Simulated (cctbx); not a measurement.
# From intensities to atoms

Cell a = 4.0250 Å, b = 4.0250 Å, c = 4.0250 Å, α = 90.00°, β = 90.00°, γ = 90.00°; space group Pm-3m (no. 221); content Yb1 Fe3.

The data are simulated with cctbx, not measured: Mo Kα, λ = 0.71073 Å, to d = 0.77 Å, 95 % of the full sphere, strongest reflection 40000 counts, noise from counting, a 2 % proportional error and a noise floor of 2 counts (s.d.); no absorption.

Charge flipping in P1 on normalised amplitudes to 0.8 Å, δ = 0.9 σ, 20 % of the reflections treated as weak, 150 cycles:

```text
cycle      R  skewness
    0  0.467     0.32
   12  0.308     4.66
   24  0.236     4.79
   36  0.234     4.89
   48  0.246     4.53
   60  0.248     4.39
   72  0.253     4.28
   84  0.237     4.22
   96  0.246     4.32
  108  0.233     4.21
  120  0.222     4.25
  132  0.240     4.15
  144  0.252     4.33
origin shift          correlation  skewness
 0.249  0.438  0.947      0.996      8.83
 0.251  0.936  0.947      0.993      5.17
 0.252  0.435  0.450      0.992      4.66
 0.391  0.975  0.338      0.939      1.03
taken: symmetry correlation 0.996, skewness 8.83
peak      x       y       z  mult  height/sigma
Q1    0.0000  0.0000  0.0000    1     19.3
Q2    0.0000  0.5000  0.5000    3      6.1
Q3    0.0000  0.0000  0.5000    3      1.2
Q4    0.1678  0.1678  0.1678    8      0.3
Q5    0.5000  0.5000  0.5000    1      0.2
Q6    0.3342  0.3342  0.5000   12      0.2
Q7    0.1738  0.3366  0.3366   24      0.2
```

The origin is taken among those within 0.04 of the best correlation, by the skewness of the map.

It took 1 s on 1 thread of Arm Neoverse V2, with other jobs on the host, peak memory 0.07 GiB.

Q: Assign the peaks.

Heights go roughly as Z and multiplicities must add up to the content. First model: Q1 = Yb1 (1 in the cell, height 19.3) and Q2 = Fe1 (3 in the cell, height 6.1). Against the true structure, Q1 is Yb and Q2 is Fe; the other peaks are not atoms.

Least squares on F², isotropic:

```text
Rint 0.019, 30 unique reflections to 0.77 A
cycle     R1     wR2    GooF  max shift (A)
   1  0.0370  0.0867  13.185   0.00000
   2  0.0142  0.0567   8.621   0.00000
final R1 0.0142 wR2 0.0567 GooF 8.621  parameters 2  data/parameter 15.0
atom        x        y        z      Ueq    occ   su(xyz)  su(Uiso or U11)
Yb1    0.00000  0.00000  0.00000   0.0164  1.000  0.00000  0.0006
Fe1    0.00000  0.50000  0.50000   0.0179  1.000  0.00000  0.0008
difference map: max 1.16 min -2.17 rms 0.26
Q1    0.0000  0.3733  0.5000   12    1.16  0.51 A from Fe1
Q2    0.5000  0.5000  0.5000    1    0.84  2.01 A from Fe1
Q3    0.2625  0.5000  0.5000    6    0.38  1.06 A from Fe1
Q4    0.0000  0.1316  0.5000   12    0.34  1.48 A from Fe1
Q5    0.0000  0.0000  0.0000    1    0.31  0.00 A from Yb1
```

Anisotropic refinement:

```text
Rint 0.019, 30 unique reflections to 0.77 A
cycle     R1     wR2    GooF  max shift (A)
   1  0.0142  0.0567   8.779   0.00000
   2  0.0032  0.0064   0.988   0.00000
final R1 0.0032 wR2 0.0064 GooF 0.988  parameters 3  data/parameter 10.0
atom        x        y        z      Ueq    occ   su(xyz)  su(Uiso or U11)
Yb1    0.00000  0.00000  0.00000   0.0163  1.000  0.00000  0.0001
Fe1    0.00000  0.50000  0.50000   0.0181  1.000  0.00000  0.0001
difference map: max 0.31 min -0.12 rms 0.05
Q1    0.5000  0.5000  0.5000    1    0.31  2.01 A from Fe1
Q2    0.0000  0.1708  0.5000   12    0.16  1.33 A from Fe1
Q3    0.1359  0.1359  0.1359    8    0.08  0.95 A from Yb1
Q4    0.0000  0.0000  0.3332    6    0.05  1.34 A from Yb1
Q5    0.0000  0.5000  0.5000    3    0.04  0.00 A from Fe1
Q6    0.2297  0.2297  0.2297    8    0.03  1.60 A from Yb1
```

**Reading.** The refinement ends at R1 = 0.0032, wR2 = 0.0064, GooF = 0.99, with difference density between -0.12 and 0.31 e/Å³. Every site matches the true model in element, within 0.001 Å r.m.s., up to an allowed shift of origin.

True model:

```csv
atom,mult.,x,y,z,Ueq (Å²)
Yb1,1,0,0,0,0.0164
Fe1,3,1/2,0,1/2,0.0182
```

The model was made for the exercise: a known structure type with other elements put in, its volume estimated, not relaxed; displacement parameters are assumed.

[Middle refinement cycles are left out of these outputs.]

[Logs are printed without paths, hosts, clocks, repeated set-up lines and the standing remarks that a program may print on its own settings, such as how far it seeks lower states.]
